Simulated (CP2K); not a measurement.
Consider fluorooxirane at its PBE geometry (Å).

```xyz
7

F     1.4572   -0.9664   -0.4082
C     0.6845    0.1046    0.0110
C    -0.7711   -0.0053   -0.0866
O    -0.0436   -0.0947    1.1940
H     1.2541    1.0330   -0.0788
H    -1.3938    0.8840   -0.2043
H    -1.1873   -0.9552   -0.4271
```

Method: CP2K XAS_TDP, all-electron GAPW, PBEh(45%), aug-cc-pVDZ, TDA, GW2X-corrected core level, no relativity.

Q: Where do the O K-edge lines lie, and how strong are they?

Leading lines: O4 535.34 eV. The leading line of an atom is its first one with 35 % of the strongest within 2.5 eV of its lowest line over the strength cut. Core ionisation energies at this level: O4 539.01 eV.

The first six lines of each atom with a strength over 0.0015:

| atom | energy (eV) | states | strength, one atom | above the computed threshold |
| --- | --- | --- | --- | --- |
| O4 (bonded to 2 C) | 535.34 | 1 | 0.0425 |  |
|  | 537.07 | 1 | 0.0348 |  |
|  | 538.34 | 1 | 0.0032 |  |
|  | 538.55 | 1 | 0.0057 |  |
|  | 539.24 | 1 | 0.0171 | yes |
|  | 540.81 | 1 | 0.0076 | yes |

Lines are vertical, at one geometry, with no vibrational structure. GW2X ionisation energies and lines can be off by 1 to 2 eV either way, and a good line position may hide errors that cancel. These values hold no scalar relativity, about 0.4 eV for O 1s. Rydberg lines, and the discretised continuum above threshold, depend on the basis and the box.

[Banner, clock and machine lines of the logs are left out without a mark of their own.]

[Logs are printed without paths, hosts, clocks, repeated set-up lines and the standing remarks that a program may print on its own settings, such as how far it seeks lower states.]

[Hosts, paths, dates, database ids (printed as entryN), source tags and the programs' standing remarks are cut or masked in the printed files.]
